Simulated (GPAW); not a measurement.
# ethane-1,2-dithiol between two Ag chains: relaxation, then transmission at several levels

How well does ethane-1,2-dithiol between two Ag chains conduct once its atoms have relaxed, and how much do cheaper levels lose?

Main program and level: GPAW 26.7.0; GPAW LCAO, PAW setups; relaxation of the junction within the symmetry of its start, lead ends held, in the first sound run; inputs show where later runs differ.

## (1) The starting structure

The cell holds 22 atoms: 14 Ag, 2 S, 4 H and 2 C. Its edges and angles: a = 9.328 Å, b = 9.000 Å, c = 41.852 Å, α = 90.0°, β = 90.0°, γ = 90.0°. Regions: left lead, 7 atoms (7 Ag); channel, 8 atoms (2 S, 4 H and 2 C); right lead, 7 atoms (7 Ag). Vacuum lies along a and b. The structure is stacked along c, and the current runs across the ab planes.

## (2) Relaxation

Transmission follows bond lengths closely, so the atoms between the held lead ends are relaxed first, within whatever symmetry the start has.

Input file run.py:

```python
import json
from ase import Atoms
from ase.constraints import FixAtoms
from ase.optimize import BFGS
from gpaw import GPAW, FermiDirac

device = Atoms(
    ['Ag', 'Ag', 'Ag', 'Ag', 'Ag', 'Ag', 'Ag', 'S', 'H', 'H', 'C', 'C', 'H', 'H', 'S', 'Ag', 'Ag', 'Ag', 'Ag', 'Ag', 'Ag', 'Ag'],
    positions=[
        [4.66377, 4.50000, 1.33000],
        [4.66377, 4.50000, 3.99000],
        [4.66377, 4.50000, 6.65000],
        [4.66377, 4.50000, 9.31000],
        [4.66377, 4.50000, 11.97000],
        [4.66377, 4.50000, 14.63000],
        [4.66377, 4.50000, 17.29000],
        [3.47986, 3.67425, 19.25725],
        [6.07754, 4.61328, 20.32171],
        [3.80861, 5.70672, 20.48308],
        [3.94379, 4.64698, 20.72369],
        [5.38375, 4.35301, 21.12803],
        [5.51893, 3.29327, 21.36864],
        [3.25000, 4.38671, 21.53001],
        [5.84768, 5.32575, 22.59446],
        [4.66377, 4.50000, 24.56172],
        [4.66377, 4.50000, 27.22172],
        [4.66377, 4.50000, 29.88172],
        [4.66377, 4.50000, 32.54172],
        [4.66377, 4.50000, 35.20172],
        [4.66377, 4.50000, 37.86172],
        [4.66377, 4.50000, 40.52172]],
    cell=[[9.32754, 0.0, 0.0], [0.0, 9.0, 0.0], [0.0, 0.0, 41.85172]],
    pbc=True)

device.set_constraint(FixAtoms([0, 1, 2, 3, 4, 5, 16, 17, 18, 19, 20, 21]))
device.calc = GPAW(mode='lcao', basis='dzp', xc='PBE', h=0.18,
                   kpts={'size': (1, 1, 2), 'gamma': True},
                   symmetry={'tolerance': 1e-3, 'extra_ids': [1, 1, 1, 1, 1, 1, 0, 0, 0, 0, 0, 0, 0, 0, 0, 0, 1, 1, 1, 1, 1, 1]},
                   occupations=FermiDirac(0.1), maxiter=250,
                   mixer=dict(beta=0.1, nmaxold=8, weight=100.0),
                   convergence=dict(density=0.0001), txt='relax.txt')
path = []
opt = BFGS(device, maxstep=0.15)
opt.attach(lambda: path.append((device.get_potential_energy(), device.positions.tolist(), device.get_forces().tolist())))
relaxed = bool(opt.run(fmax=0.05, steps=50))
json.dump(dict(relaxed=relaxed, path=path, positions=device.positions.tolist(), moments=device.get_magnetic_moments().tolist(),
               forces=device.get_forces(apply_constraint=False).tolist()), open('result.json', 'w'))
```

Launch:

```
OMP_NUM_THREADS=1 OPENBLAS_NUM_THREADS=1 python run.py
```

The log of the run:

```text
Step          Energy          fmax
BFGS:    0      -51.549489        1.009231
BFGS:    1      -51.600243        0.527217
BFGS:    2      -51.631676        0.343111
BFGS:    3      -51.648210        0.388844
BFGS:    4      -51.653645        0.291850
BFGS:    5      -51.659851        0.277736
BFGS:    6      -51.663825        0.217926
BFGS:    7      -51.667820        0.105135
BFGS:    8      -51.668659        0.083427
BFGS:    9      -51.668861        0.115292
BFGS:   10      -51.669573        0.171593
BFGS:   11      -50.845818        4.267986
BFGS:   12      -51.670040        0.113574
BFGS:   13      -51.670719        0.049339
```

Wall time 13 min (1 thread of Arm Neoverse V2, shared host); peak memory 2 GiB.

Relaxation path:

```tsv
step	energy less that of the first step (eV)	largest force (eV/Å)
1	0.0000	1.0092
2	-0.0520	0.5272
3	-0.0851	0.3431
4	-0.1037	0.3888
5	-0.1093	0.2919
6	-0.1169	0.2777
7	-0.1205	0.2179
8	-0.1253	0.1051
9	-0.1263	0.0834
10	-0.1275	0.1153
11	-0.1279	0.1716
12	0.7070	4.2680
13	-0.1281	0.1136
14	-0.1293	0.0493
```

The atoms that moved most (Å):

```tsv
atom	dx	dy	dz	length
H9	0.035	0.029	0.054	0.071
H14	-0.035	-0.029	-0.054	0.071
Ag7	-0.009	-0.018	0.054	0.058
Ag16	0.009	0.018	-0.054	0.058
S8	-0.021	-0.012	-0.045	0.051
S15	0.021	0.012	0.045	0.051
C12	-0.004	0.002	0.043	0.043
C11	0.004	-0.002	-0.043	0.043
```

Final coordinates:

```cif
data_structure
_symmetry_space_group_name_H-M 'P 1'
_symmetry_Int_Tables_number 1
_cell_length_a 9.3275
_cell_length_b 9.0000
_cell_length_c 41.8517
_cell_angle_alpha 90.000
_cell_angle_beta 90.000
_cell_angle_gamma 90.000
_cell_volume 3513.36
loop_
_atom_site_label
_atom_site_type_symbol
_atom_site_fract_x
_atom_site_fract_y
_atom_site_fract_z
_atom_site_occupancy
Ag1 Ag 0.50000 0.50000 0.03178 1
Ag2 Ag 0.50000 0.50000 0.09534 1
Ag3 Ag 0.50000 0.50000 0.15889 1
Ag4 Ag 0.50000 0.50000 0.22245 1
Ag5 Ag 0.50000 0.50000 0.28601 1
Ag6 Ag 0.50000 0.50000 0.34957 1
Ag7 Ag 0.49908 0.49803 0.41442 1
S8 S 0.37086 0.40697 0.45906 1
H9 H 0.65532 0.51579 0.48687 1
H10 H 0.40887 0.63716 0.48958 1
C11 C 0.42327 0.51609 0.49414 1
C12 C 0.57673 0.48391 0.50586 1
H13 H 0.59113 0.36284 0.51042 1
H14 H 0.34468 0.48421 0.51313 1
S15 S 0.62914 0.59303 0.54094 1
Ag16 Ag 0.50092 0.50197 0.58558 1
Ag17 Ag 0.50000 0.50000 0.65043 1
Ag18 Ag 0.50000 0.50000 0.71399 1
Ag19 Ag 0.50000 0.50000 0.77755 1
Ag20 Ag 0.50000 0.50000 0.84111 1
Ag21 Ag 0.50000 0.50000 0.90466 1
Ag22 Ag 0.50000 0.50000 0.96822 1
```

The relaxation lowered the energy of the cell by 0.129 eV (energies extrapolated to zero smearing; the optimiser's log prints free energies). The largest force left on a free atom is 0.049 eV/Å.

## (3) Double-zeta polarised basis

Localised orbitals split the wire into layers that couple to their neighbours alone, which is what the Green's function method needs; double zeta with polarisation is the usual level for numbers.

This step: GPAW LCAO, PAW setups; Landauer transmission from Green's functions with principal layers (ASE), zero bias (GPAW 26.7.0).

Input file run.py:

```python
import json
import numpy as np
from ase import Atoms
from ase.transport.calculators import TransportCalculator
from gpaw import GPAW, FermiDirac
from gpaw.lcao.tools import get_lcao_hamiltonian
from scipy.linalg import eigh

# The junction with lead layers at both ends, along the third cell vector
device = Atoms(
    ['Ag', 'Ag', 'Ag', 'Ag', 'Ag', 'Ag', 'Ag', 'S', 'H', 'H', 'C', 'C', 'H', 'H', 'S', 'Ag', 'Ag', 'Ag', 'Ag', 'Ag', 'Ag', 'Ag'],
    positions=[
        [4.66377, 4.50000, 1.33000],
        [4.66377, 4.50000, 3.99000],
        [4.66377, 4.50000, 6.65000],
        [4.66377, 4.50000, 9.31000],
        [4.66377, 4.50000, 11.97000],
        [4.66377, 4.50000, 14.63000],
        [4.65518, 4.48223, 17.34424],
        [3.45921, 3.66273, 19.21259],
        [6.11256, 4.64210, 20.37615],
        [3.81379, 5.73447, 20.48973],
        [3.94806, 4.64478, 20.68081],
        [5.37948, 4.35521, 21.17091],
        [5.51375, 3.26552, 21.36199],
        [3.21498, 4.35789, 21.47557],
        [5.86833, 5.33727, 22.63912],
        [4.67236, 4.51777, 24.50748],
        [4.66377, 4.50000, 27.22172],
        [4.66377, 4.50000, 29.88172],
        [4.66377, 4.50000, 32.54172],
        [4.66377, 4.50000, 35.20172],
        [4.66377, 4.50000, 37.86172],
        [4.66377, 4.50000, 40.52172]],
    cell=[[9.32754, 0.0, 0.0], [0.0, 9.0, 0.0], [0.0, 0.0, 41.85172]],
    pbc=True)

# One principal layer of the lead: the first 4 atoms of the device
lead = Atoms(
    ['Ag', 'Ag', 'Ag', 'Ag'],
    positions=[
        [4.66377, 4.50000, 1.33000],
        [4.66377, 4.50000, 3.99000],
        [4.66377, 4.50000, 6.65000],
        [4.66377, 4.50000, 9.31000]],
    cell=[[9.32754, 0.0, 0.0], [0.0, 9.0, 0.0], [0.0, 0.0, 10.64]],
    pbc=True)

settings = dict(mode='lcao', basis='dzp', xc='PBE', h=0.2,
                occupations=FermiDirac(0.1), maxiter=250,
                mixer=dict(beta=0.1, nmaxold=8, weight=100.0),
                convergence=dict(density=0.0001))
energies = np.arange(-2, 2 + 1e-9, 0.025)
eta = 0.0001
n1, n2 = 1, 1
# k and -k transmit alike, so half of the mesh across the current serves
mesh = [(i, j) for i in range(n1) for j in range(n2) if (i, j) <= (-i % n1, -j % n2)]
weights = np.array([1 if (i, j) == (-i % n1, -j % n2) else 2 for i, j in mesh]) / (n1 * n2)

# [... helper functions left out ...]
fermi_lead = ground_state(lead, (1, 1, 11), 'lead.txt')
fermi_device = ground_state(device, (1, 1, 2), 'device.txt')
# [... loop over the mesh left out, but for ...]
        # Shift the lead onto the potential of the device's first layer
        shift = ((H[:, 0, 0] - H0[:, 0, 0]) / S0[0, 0]).real.mean()
# [...]
kT = 8.617333e-5 * 300
bias = [0.1, 0.2, 0.5, 1.0, 1.5, 2.0]
# [... integrals and printing left out ...]
```

The log of the run:

```text
basis functions: device 450, principal layer 108
Fermi level: lead -3.8162 eV, device -3.8225 eV; lead shifted by -0.0022 eV
largest coupling past the next layer 3.56e-05 eV, largest misfit of the first layer 0.061 eV
  E-E_F (eV)   T (one spin)  [channel counts left out]
    -2.000    7.2808e-02
    -1.975    6.2485e-02
    -1.950    5.3077e-02
    -1.925    4.4463e-02
    -1.900    3.6590e-02
    -1.875    2.9433e-02
    -1.850    2.2921e-02
    -1.825    1.6804e-02
    -1.800    1.0211e-02
    -1.775    1.4871e-04
    -1.750    2.8008e-05
    -1.725    4.5512e-06
    -1.700    9.4485e-09
    -1.675    1.0552e-06
    -1.650    2.9219e-06
    -1.625    3.2057e-06
[...]
1.825    1.0147e-03
     1.850    1.0296e-03
     1.875    1.0425e-03
     1.900    1.0533e-03
     1.925    1.0619e-03
     1.950    1.0682e-03
     1.975    1.0721e-03
     2.000    1.0734e-03
conductance at 300 K: 0.0083749 G0 a cell; thermopower 39.48 uV/K
current from the zero-bias T(E) at 0.1 V: 0.065887 uA
current from the zero-bias T(E) at 0.2 V: 0.14737 uA
current from the zero-bias T(E) at 0.5 V: 1.2377 uA
current from the zero-bias T(E) at 1.0 V: 4.048 uA
current from the zero-bias T(E) at 1.5 V: 4.4894 uA
current from the zero-bias T(E) at 2.0 V: 6.4297 uA
```

The job ended after 2.1 min (1 thread; peak memory 1.6 GiB).

This step gave:

- conductance: 0.008375 G₀
- largest coupling past the next principal layer: 3.56e-5 eV
- largest misfit of the first principal layer: 0.06093 eV
- shift that aligns the lead: -0.002208 eV
- basis functions of the junction: 450
- basis functions of a principal layer: 108
- transmission at the Fermi level (one spin): 0.008306

One spin. The transmission, zone mean by energy, zero at the Fermi level:

```tsv
energy (eV)	transmission, zone mean
-2.000	0.0728
-1.900	0.0366
-1.800	0.0102
-1.700	9.4e-9
-1.600	1.9e-11
-1.500	1.4e-11
-1.400	1.4e-11
-1.300	1.6e-11
-1.200	1.8e-11
-1.100	1.5e-10
-1.050	0.710
-1.000	0.233
-0.900	0.0851
-0.800	0.0506
-0.700	0.0321
-0.600	0.0179
-0.500	0.00576
-0.400	0.0146
-0.350	0.956
-0.300	0.138
-0.200	0.0976
-0.175	0.639
-0.100	0.00850
0.000	0.00831
0.100	0.00550
0.200	0.00331
0.300	0.00189
0.400	0.00102
0.500	5.0e-4
0.600	2.1e-4
0.700	5.7e-5
0.800	2.2e-6
0.900	1.6e-5
1.000	7.8e-5
1.100	1.7e-4
1.200	2.9e-4
1.300	4.2e-4
1.400	5.6e-4
1.500	6.9e-4
1.600	8.1e-4
1.700	9.1e-4
1.800	1.0e-3
1.900	0.00105
2.000	0.00107
```

Not self-consistent under bias; the bias window is split evenly. Current through one cell, from the zero-bias transmission against bias:

```tsv
bias (V)	current through one cell, from the zero-bias transmission (μA)
0.100	0.0659
0.200	0.147
0.500	1.24
1.000	4.05
1.500	4.49
2.000	6.43
```

Transmission of the three most open eigenchannels against energy, zero at the Fermi level:

```tsv
energy (eV)	channel 1	channel 2	channel 3
-2.000	0.0719	6.0e-4	3.2e-4
-1.900	0.0360	4.2e-4	1.3e-4
-1.800	0.00997	2.1e-4	2.3e-5
-1.700	4.7e-9	4.7e-9	1.4e-12
-1.600	9.7e-12	9.7e-12	0
-1.500	1.4e-11	0	0
-1.400	1.4e-11	0	0
-1.300	1.6e-11	0	0
-1.200	1.8e-11	0	0
-1.100	1.2e-10	2.0e-11	0
-1.000	0.233	1.7e-12	0
-0.900	0.0851	9.7e-12	0
-0.800	0.0506	1.1e-11	0
-0.700	0.0321	1.1e-11	0
-0.600	0.0179	1.1e-11	0
-0.500	0.00576	1.1e-11	0
-0.400	0.0146	1.0e-11	0
-0.300	0.138	1.0e-11	0
-0.200	0.0976	8.3e-12	0
-0.100	0.00850	1.4e-11	0
0.000	0.00831	1.2e-11	0
0.100	0.00550	1.1e-11	0
0.200	0.00331	1.1e-11	0
0.300	0.00189	1.1e-11	0
0.400	0.00102	1.1e-11	0
0.500	5.0e-4	1.1e-11	0
0.600	2.1e-4	1.1e-11	0
0.700	5.7e-5	1.1e-11	0
0.800	2.2e-6	1.8e-11	0
0.900	1.6e-5	7.4e-12	0
1.000	7.8e-5	8.3e-12	0
1.100	1.7e-4	8.4e-12	0
1.200	2.9e-4	8.2e-12	0
1.300	4.2e-4	8.0e-12	0
1.400	5.6e-4	7.7e-12	0
1.500	6.9e-4	7.3e-12	0
1.600	8.1e-4	6.8e-12	0
1.700	9.1e-4	6.3e-12	0
1.800	1.0e-3	5.7e-12	0
1.900	0.00105	5.0e-12	0
2.000	0.00107	4.2e-12	0
```

One computed point stands apart from its neighbours (T = 5.7e-5 at -0.15 eV, between 0.639 and 0.00546), which enters the thermal average. Couplings past the next layer reach 3.6e-5 eV, small enough to drop; the matrix elements of the cell's first layer differ from the bulk lead's by up to 0.061 eV. That layer keeps its own values in the calculation, and only beyond it is the lead taken as perfect. The Fermi levels of lead and junction count from different zeros of potential, one for each periodic cell; with both set to zero, the small remaining shift is what aligns them. By hand: G = 0.008375 × 77.48 μS = 0.649 μS, a resistance of 1541 kΩ; at 0.1 V a linear junction would pass 0.0649 μA, and the integral over the bias window gives 0.0659 μA.

## (4) GPAW, szp: basis = "szp(dzp)"

The second zeta is dropped, the polarisation orbitals stay.

Changes to run.py since step 3:

```diff
@@ -48,3 +48,3 @@
 
-settings = dict(mode='lcao', basis='dzp', xc='PBE', h=0.2,
+settings = dict(mode='lcao', basis='szp(dzp)', xc='PBE', h=0.2,
                 occupations=FermiDirac(0.1), maxiter=250,
```

The log of the run:

```text
basis functions: device 262, principal layer 60
Fermi level: lead -3.7649 eV, device -3.8141 eV; lead shifted by -0.0025 eV
largest coupling past the next layer 3.56e-05 eV, largest misfit of the first layer 0.075 eV
  E-E_F (eV)   T (one spin)  channels
    -2.000    2.3858e-02    3.0000
    -1.975    2.1518e-02    3.0000
    -1.950    1.9188e-02    3.0000
    -1.925    1.6846e-02    3.0000
    -1.900    1.4519e-02    3.0000
    -1.875    1.2273e-02    3.0000
    -1.850    1.0192e-02    3.0000
    -1.825    8.3402e-03    3.0000
    -1.800    6.7164e-03    3.0000
    -1.775    5.0578e-03    3.0000
    -1.750    1.7581e-05    1.0000
    -1.725    2.9482e-05    1.0000
    -1.700    3.3257e-05    1.0000
    -1.675    3.1210e-05    1.0000
    -1.650    2.6755e-05    1.0000
    -1.625    2.1203e-05    1.0000
[...]
1.825    2.5557e-03    1.0000
     1.850    2.5925e-03    1.0000
     1.875    2.6264e-03    1.0000
     1.900    2.6573e-03    1.0000
     1.925    2.6852e-03    1.0000
     1.950    2.7098e-03    1.0000
     1.975    2.7310e-03    1.0000
     2.000    2.7486e-03    1.0000
conductance at 300 K: 0.0082212 G0 a cell; thermopower 31.24 uV/K
current from the zero-bias T(E) at 0.1 V: 0.063699 uA
current from the zero-bias T(E) at 0.2 V: 0.12907 uA
current from the zero-bias T(E) at 0.5 V: 0.80572 uA
current from the zero-bias T(E) at 1.0 V: 3.5021 uA
current from the zero-bias T(E) at 1.5 V: 4.0273 uA
current from the zero-bias T(E) at 2.0 V: 7.3009 uA
```

Wall time 63 s (1 thread); peak memory 1.5 GiB.

This step gave:

```yaml
conductance: 0.008221 G₀
largest_misfit_of_the_first_principal_layer: 0.07459 eV
shift_that_aligns_the_lead: -0.002455 eV
basis_functions_of_the_junction: 262
basis_functions_of_a_principal_layer: 60
transmission_at_the_fermi_level_one_spin: 0.008253
open_channels_of_the_lead_at_the_fermi_level_one_spin: 1
```

One spin. The transmission, zone mean by energy, zero at the Fermi level:

```tsv
energy (eV)	transmission, zone mean
-2.000	0.0239
-1.900	0.0145
-1.800	0.00672
-1.700	3.3e-5
-1.600	1.3e-5
-1.500	1.2e-11
-1.400	1.3e-11
-1.300	1.4e-11
-1.200	1.5e-11
-1.100	4.2e-10
-1.025	0.877
-1.000	0.528
-0.900	0.128
-0.800	0.0637
-0.700	0.0381
-0.600	0.0212
-0.500	0.00768
-0.400	0.00897
-0.350	0.974
-0.300	0.136
-0.200	0.203
-0.100	0.0105
0.000	0.00825
0.100	0.00501
0.200	0.00272
0.300	0.00134
0.400	5.7e-4
0.500	1.8e-4
0.600	1.8e-5
0.700	1.4e-5
0.800	1.2e-4
0.900	2.9e-4
1.000	5.2e-4
1.100	7.9e-4
1.200	0.00106
1.300	0.00134
1.400	0.00162
1.500	0.00188
1.600	0.00212
1.700	0.00233
1.800	0.00252
1.900	0.00266
2.000	0.00275
```

Crossings of the lead's bands, unfolded to its shortest repeat. Open channels, zone mean against energy, zero at the Fermi level:

```tsv
energy (eV)	open channels, zone mean
-2.000	3
-1.900	3
-1.800	3
-1.700	1
-1.600	1
-1.500	0
-1.400	0
-1.300	0
-1.200	0
-1.100	0
-1.000	1
-0.900	1
-0.800	1
-0.700	1
-0.600	1
-0.500	1
-0.400	1
-0.300	1
-0.200	1
-0.100	1
0.000	1
0.100	1
0.200	1
0.300	1
0.400	1
0.500	1
0.600	1
0.700	1
0.800	1
0.900	1
1.000	1
1.100	1
1.200	1
1.300	1
1.400	1
1.500	1
1.600	1
1.700	1
1.800	1
1.900	1
2.000	1
```

Not self-consistent under bias; the bias window is split evenly. The current through one cell, from the zero-bias transmission by bias:

```tsv
bias (V)	current through one cell, from the zero-bias transmission (μA)
0.100	0.0637
0.200	0.129
0.500	0.806
1.000	3.50
1.500	4.03
2.000	7.30
```

Table of transmission of the three most open eigenchannels by energy, zero at the Fermi level:

```tsv
energy (eV)	channel 1	channel 2	channel 3
-2.000	0.0228	0.00105	2.8e-5
-1.900	0.0138	7.1e-4	6.3e-6
-1.800	0.00631	4.1e-4	1.7e-7
-1.700	3.3e-5	2.1e-11	6.8e-12
-1.600	1.3e-5	2.7e-11	0
-1.500	1.2e-11	0	0
-1.400	1.3e-11	0	0
-1.300	1.4e-11	0	0
-1.200	1.5e-11	0	0
-1.100	4.1e-10	9.4e-12	0
-1.000	0.528	8.4e-12	0
-0.900	0.128	1.3e-11	0
-0.800	0.0637	1.3e-11	0
-0.700	0.0381	1.4e-11	0
-0.600	0.0212	1.4e-11	0
-0.500	0.00768	1.5e-11	0
-0.400	0.00897	9.4e-12	0
-0.300	0.136	1.2e-11	0
-0.200	0.203	1.0e-11	0
-0.100	0.0105	1.6e-11	0
0.000	0.00825	1.6e-11	0
0.100	0.00501	1.6e-11	0
0.200	0.00272	1.7e-11	0
0.300	0.00134	1.8e-11	0
0.400	5.7e-4	2.0e-11	0
0.500	1.8e-4	2.6e-11	0
0.600	1.8e-5	6.5e-11	0
0.700	1.4e-5	1.4e-12	0
0.800	1.2e-4	4.1e-12	0
0.900	2.9e-4	7.0e-12	0
1.000	5.2e-4	8.5e-12	0
1.100	7.9e-4	9.3e-12	0
1.200	0.00106	9.9e-12	0
1.300	0.00134	1.0e-11	0
1.400	0.00162	1.0e-11	0
1.500	0.00188	1.0e-11	0
1.600	0.00212	1.0e-11	0
1.700	0.00233	1.0e-11	0
1.800	0.00252	9.9e-12	0
1.900	0.00266	9.5e-12	0
2.000	0.00275	8.9e-12	0
```

The conductance, 0.00822 G₀, lies 1.8 % below that of the dzp run.

## (5) GPAW, sz: basis = "sz(dzp)"

The minimal basis is the cheapest rung: no second zeta and no polarisation.

Changes to run.py since step 4:

```diff
@@ -48,3 +48,3 @@
 
-settings = dict(mode='lcao', basis='szp(dzp)', xc='PBE', h=0.2,
+settings = dict(mode='lcao', basis='sz(dzp)', xc='PBE', h=0.2,
                 occupations=FermiDirac(0.1), maxiter=250,
```

The log of the run:

```text
basis functions: device 188, principal layer 48
Fermi level: lead -3.7659 eV, device -3.8367 eV; lead shifted by -0.0020 eV
largest coupling past the next layer 3.59e-05 eV, largest misfit of the first layer 0.035 eV
  E-E_F (eV)   T (one spin)  channels
    -2.000    2.5905e-02    3.0000
    -1.975    2.6662e-02    3.0000
    -1.950    2.5494e-02    3.0000
[...]
1.975    4.1419e-03    1.0000
     2.000    4.1433e-03    1.0000
conductance at 300 K: 0.0040075 G0 a cell; thermopower 54.01 uV/K
current from the zero-bias T(E) at 0.1 V: 0.031477 uA
current from the zero-bias T(E) at 0.2 V: 0.067896 uA
current from the zero-bias T(E) at 0.5 V: 0.73006 uA
current from the zero-bias T(E) at 1.0 V: 3.3632 uA
current from the zero-bias T(E) at 1.5 V: 3.768 uA
current from the zero-bias T(E) at 2.0 V: 7.1075 uA
```

It took 49 s on 1 thread; peak memory 1.5 GiB.

Numbers from this step:

```yaml
conductance: 0.004008 G₀
largest_coupling_past_the_next_principal_layer: 3.59e-5 eV
largest_misfit_of_the_first_principal_layer: 0.03515 eV
shift_that_aligns_the_lead: -0.001972 eV
basis_functions_of_the_junction: 188
basis_functions_of_a_principal_layer: 48
transmission_at_the_fermi_level_one_spin: 0.003923
```

One spin. The transmission, zone mean by energy, zero at the Fermi level:

```tsv
energy (eV)	transmission, zone mean
-2.000	0.0259
-1.900	0.0224
-1.800	0.0162
-1.700	0.0104
-1.600	0.00428
-1.500	3.0e-7
-1.400	0
-1.300	0
-1.200	0
-1.100	9.9e-12
-1.050	0.966
-1.000	0.608
-0.900	0.121
-0.800	0.0554
-0.700	0.0303
-0.600	0.0143
-0.500	0.00280
-0.400	0.0421
-0.350	0.621
-0.300	0.107
-0.200	0.363
-0.100	0.00600
0.000	0.00392
0.100	0.00182
0.200	6.3e-4
0.300	1.2e-4
0.400	4.1e-7
0.500	1.0e-4
0.600	3.4e-4
0.700	6.5e-4
0.800	0.00101
0.900	0.00141
1.000	0.00181
1.100	0.00221
1.200	0.00258
1.300	0.00293
1.400	0.00323
1.500	0.00349
1.600	0.00371
1.700	0.00389
1.800	0.00403
1.900	0.00411
2.000	0.00414
```

The conductance, 0.00401 G₀, lies 52 % below that of the dzp run.

(Continued in part 2 of 2.)

[Logs are printed without paths, hosts, clocks, repeated set-up lines and the standing remarks that a program may print on its own settings, such as how far it seeks lower states.]

[Hosts, paths, dates, database ids (printed as entryN), source tags and the programs' standing remarks are cut or masked in the printed files.]
